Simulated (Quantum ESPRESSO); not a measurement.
**BP (F-43m): a worked LO-TO splitting**

How high does the longitudinal optical mode of BP (F-43m) lie, given the transverse one, the Born charge and ε∞?

Main program and level: Quantum ESPRESSO 7.5; DFT PBE, scalar-relativistic, plane waves, PseudoDojo norm-conserving pseudopotentials.

## 1. The relaxed structure

The structure is cubic, space group F-43m (No. 216). Conventional cell: a = 4.547 Å, b = 4.547 Å, c = 4.547 Å, α = 90.00°, β = 90.00°, γ = 90.00°. Nearest to B lie 4 P at 1.97 Å. P has 4 B at 1.97 Å nearest. Farther neighbours are not listed.

Structure file:

```
B P
1.0
    -2.27364    0.00000    2.27364
     0.00000    2.27364    2.27364
    -2.27364    2.27364    0.00000
B P
1 1
Direct
  0.00000 0.00000 0.00000
  0.25000 0.25000 0.25000
```

This is the cell after its relaxation at this level of theory, not the database cell from which that began.

## 2. What the response run gave

A linear-response run on the relaxed cell, with the response to an electric field; only its zone-centre results are used. Cutoff 84 Ry, k mesh 12×12×12.

The log of the run:

```text
[banners, grids, parts of the stress and lines that vanish by symmetry left out]
Program PHONON v.7.5
     Reading xml data from directory:

[...]
Exchange-correlation= PBE
                           (   1   4   3   4   0   0   0)
[...]
(   8 q-points):
[...]
kinetic-energy cut-off    =      84.0000  Ry
     charge density cut-off    =     336.0000  Ry
     convergence threshold     =      1.0E-18
[...]
Exchange-correlation= PBE
                           (   1   4   3   4   0   0   0)
[...]
q = (   0.0000000   0.0000000   0.0000000 )
     25 Sym.Ops. (with q -> -q+G )
     G cutoff =  628.4621  (  16529 G-vectors)     FFT grid: ( 36, 36, 36)
     number of k points=    72
[...]
Mode symmetry, T_d (-43m)  point group:
[...]
Dielectric constant
[...]
End of electric fields calculation
          Dielectric constant in cartesian axis
          (       9.144424345      -0.000000000       0.000000000 )
          (      -0.000000000       9.144424345      -0.000000000 )
          (       0.000000000       0.000000000       9.144424345 )
          Effective charges (d Force / dE) in cartesian axis without acoustic sum rule applied (asr)
           atom    1  B     Mean Z*:       -0.50235
      Ex  (       -0.50235        0.00000        0.00000 )
      Ey  (        0.00000       -0.50235       -0.00000 )
      Ez  (        0.00000       -0.00000       -0.50235 )
           atom    2  P     Mean Z*:        0.49894
      Ex  (        0.49894       -0.00000        0.00000 )
      Ey  (       -0.00000        0.49894        0.00000 )
      Ez  (        0.00000        0.00000        0.49894 )
          Effective charges Sum: Mean:       -0.00342
[...]
Effective charges (d Force / dE) in cartesian axis with asr applied:
           atom    1  B     Mean Z*:       -0.50064
[...]
atom    2  P     Mean Z*:        0.50064
[...]
Representation #   1 modes #   1   2   3
[...]
End of self-consistent calculation
     Convergence has been achieved
     Representation #   2 modes #   4   5   6
[...]
End of self-consistent calculation
     Convergence has been achieved
[...]
Dielectric constant in cartesian axis
          (       9.144424345      -0.000000000       0.000000000 )
          (      -0.000000000       9.144424345      -0.000000000 )
          (       0.000000000       0.000000000       9.144424345 )
          Effective charges (d Force / dE) in cartesian axis without acoustic sum rule applied (asr)
           atom    1  B     Mean Z*:       -0.50235
[...]
Mode symmetry, C_s (m)     point group:
[...]
q = (    0.750000000  -0.250000000   0.750000000 )
[...]
Mode symmetry, C_s (m)     point group:
     freq (   1-   1) =        284.6  [cm-1]   --> A''
     freq (   2-   2) =        362.7  [cm-1]   --> A'
     freq (   3-   3) =        455.8  [cm-1]   --> A'
     freq (   4-   4) =        693.7  [cm-1]   --> A'
     freq (   5-   5) =        720.5  [cm-1]   --> A''
     freq (   6-   6) =        778.0  [cm-1]   --> A'
[...]
Mode symmetry, C_s (m)     point group:
[...]
q = (    0.500000000   0.000000000   0.500000000 )
[...]
Mode symmetry, C_s (m)     point group:
     freq (   1-   1) =        262.1  [cm-1]   --> A''
     freq (   2-   2) =        352.1  [cm-1]   --> A'
     freq (   3-   3) =        410.3  [cm-1]   --> A'
     freq (   4-   4) =        706.4  [cm-1]   --> A'
     freq (   5-   5) =        733.4  [cm-1]   --> A''
     freq (   6-   6) =        779.5  [cm-1]   --> A'
[...]
Mode symmetry, D_2d (-42m) point group:
[...]
Representation #   3 modes #   3   4
[...]
Convergence has been achieved
     Representation #   4 modes #   5   6
[...]
Convergence has been achieved
[...]
q = (    0.000000000  -1.000000000   0.000000000 )
[...]
freq (    5) =      21.044620 [THz] =     701.972954 [cm-1]
     freq (    6) =      23.414634 [THz] =     781.028116 [cm-1]
[...]
Mode symmetry, D_2d (-42m) point group:
     freq (   1-   2) =        314.0  [cm-1]   --> E    X_5  W_3
     freq (   3-   3) =        525.0  [cm-1]   --> A_1  X_1  W_1
     freq (   4-   5) =        702.0  [cm-1]   --> E    X_5  W_3
     freq (   6-   6) =        781.0  [cm-1]   --> B_2  X_3  W_2
[...]
Mode symmetry, S_4 (-4)    point group:
[...]
Convergence has been achieved
[...]
Convergence has been achieved
[...]
Convergence has been achieved
[...]
Convergence has been achieved
     Representation #   5 mode #   5
[...]
End of self-consistent calculation
     Convergence has been achieved
     Representation #   6 mode #   6
[...]
End of self-consistent calculation
     Convergence has been achieved
[...]
q = (   -0.500000000  -1.000000000   0.000000000 )
[...]
freq (    1) =      11.003810 [THz] =     367.047605 [cm-1]
     freq (    2) =      12.380515 [THz] =     412.969534 [cm-1]
     freq (    3) =      13.032873 [THz] =     434.729843 [cm-1]
     freq (    4) =      19.813956 [THz] =     660.922433 [cm-1]
     freq (    5) =      21.025119 [THz] =     701.322469 [cm-1]
     freq (    6) =      23.137045 [THz] =     771.768750 [cm-1]
[...]
Mode symmetry, S_4 (-4)    point group:
     freq (   1-   1) =        367.0  [cm-1]   --> E*   W_2
     freq (   2-   2) =        413.0  [cm-1]   --> B    W_3
     freq (   3-   3) =        434.7  [cm-1]   --> A    W_1
     freq (   4-   4) =        660.9  [cm-1]   --> E    W_4
     freq (   5-   5) =        701.3  [cm-1]   --> B    W_3
     freq (   6-   6) =        771.8  [cm-1]   --> E*   W_2

   JOB DONE.
```

```tsv
quantity	value
cell volume Ω (Å³)	23.507
mass of B (u)	10.810
mass of P (u)	30.974
Born charge of B, raw (e)	-0.502
Born charge of P, raw (e)	0.499
ε∞	9.144
ω(TO) after the sum rule (cm⁻¹)	800.0
```

## 3. The calculation

The charges must sum to zero over the cell; taking off their mean, -0.002 e, leaves Z* = -0.501 e on B. In the polar mode B moves against P, so the reduced mass is μ = 10.81 × 30.97 / 41.78 = 8.013 u.

A longitudinal wave builds up a field that adds to the restoring force: ω(LO)² = ω(TO)² + 4π Z*² / (μ Ω ε∞), in Hartree atomic units. With μ = 14607 electron masses and Ω = 158.63 bohr³ the second term is 1.4865e-07 Ha², or 7160 cm⁻² (1 Ha = 219474.6 cm⁻¹).

So ω(LO) = √(639920 + 7160) = 804.4 cm⁻¹, and by the Lyddane-Sachs-Teller relation ε₀ = ε∞ (ω(LO)/ω(TO))² = 9.25.

## 4. Check against the program

The analysis program adds the same non-analytic term to the full matrix, here for q along (1 0 0).

The log of the run:

```text
[banner, memory and clock lines left out]
Program DYNMAT v.7.5

     Reading Dynamical Matrix from file x.dyn1
     ...Force constants read
     ...epsilon and Z* read

     Polarizability (A^3 units)
     multiply by 0.269193 for Clausius-Mossotti correction
        15.235030   -0.000000    0.000000
        -0.000000   15.235030    0.000000
         0.000000   -0.000000   15.235030

     IR activities are in (D/A)^2/amu units

# mode   [cm-1]    [THz]      IR
    1     -0.00   -0.0000    0.0000
    2      0.00    0.0000    0.0000
    3      0.00    0.0000    0.0000
    4    799.95   23.9819    0.7216
    5    799.95   23.9819    0.7216
    6    804.41   24.1157    0.7216
```

ε₀ comes from the program's run without a direction of q.

```tsv
quantity	by hand	program
ω(LO) (cm⁻¹)	804.4	804.4
ε₀	9.25	9.25
```

## 5. Summary of results

- TO mode: 800.0 cm⁻¹
- LO mode: 804.4 cm⁻¹
- static dielectric constant: 9.247

The LO mode of BP (F-43m) lies at 804 cm⁻¹, 4 cm⁻¹ above the TO mode; the formula meets the program within 0.1 cm⁻¹, as it must for a cubic crystal with one polar mode. ω(LO)² − ω(TO)² goes with Z*²/ε∞: an error of 5 % in ε∞ would move the LO mode by 0.2 cm⁻¹, and semilocal functionals tend to overestimate ε∞. These are harmonic values at zero temperature, at the volume of this functional, for the structure held cubic; stability elsewhere in the zone is no part of this calculation.

[Host names and launcher messages were left out of these logs when they were recorded.]

[Logs are printed without paths, hosts, clocks, repeated set-up lines and the standing remarks that a program may print on its own settings, such as how far it seeks lower states.]

[Hosts, paths, dates, database ids (printed as entryN), source tags and the programs' standing remarks are cut or masked in the printed files.]
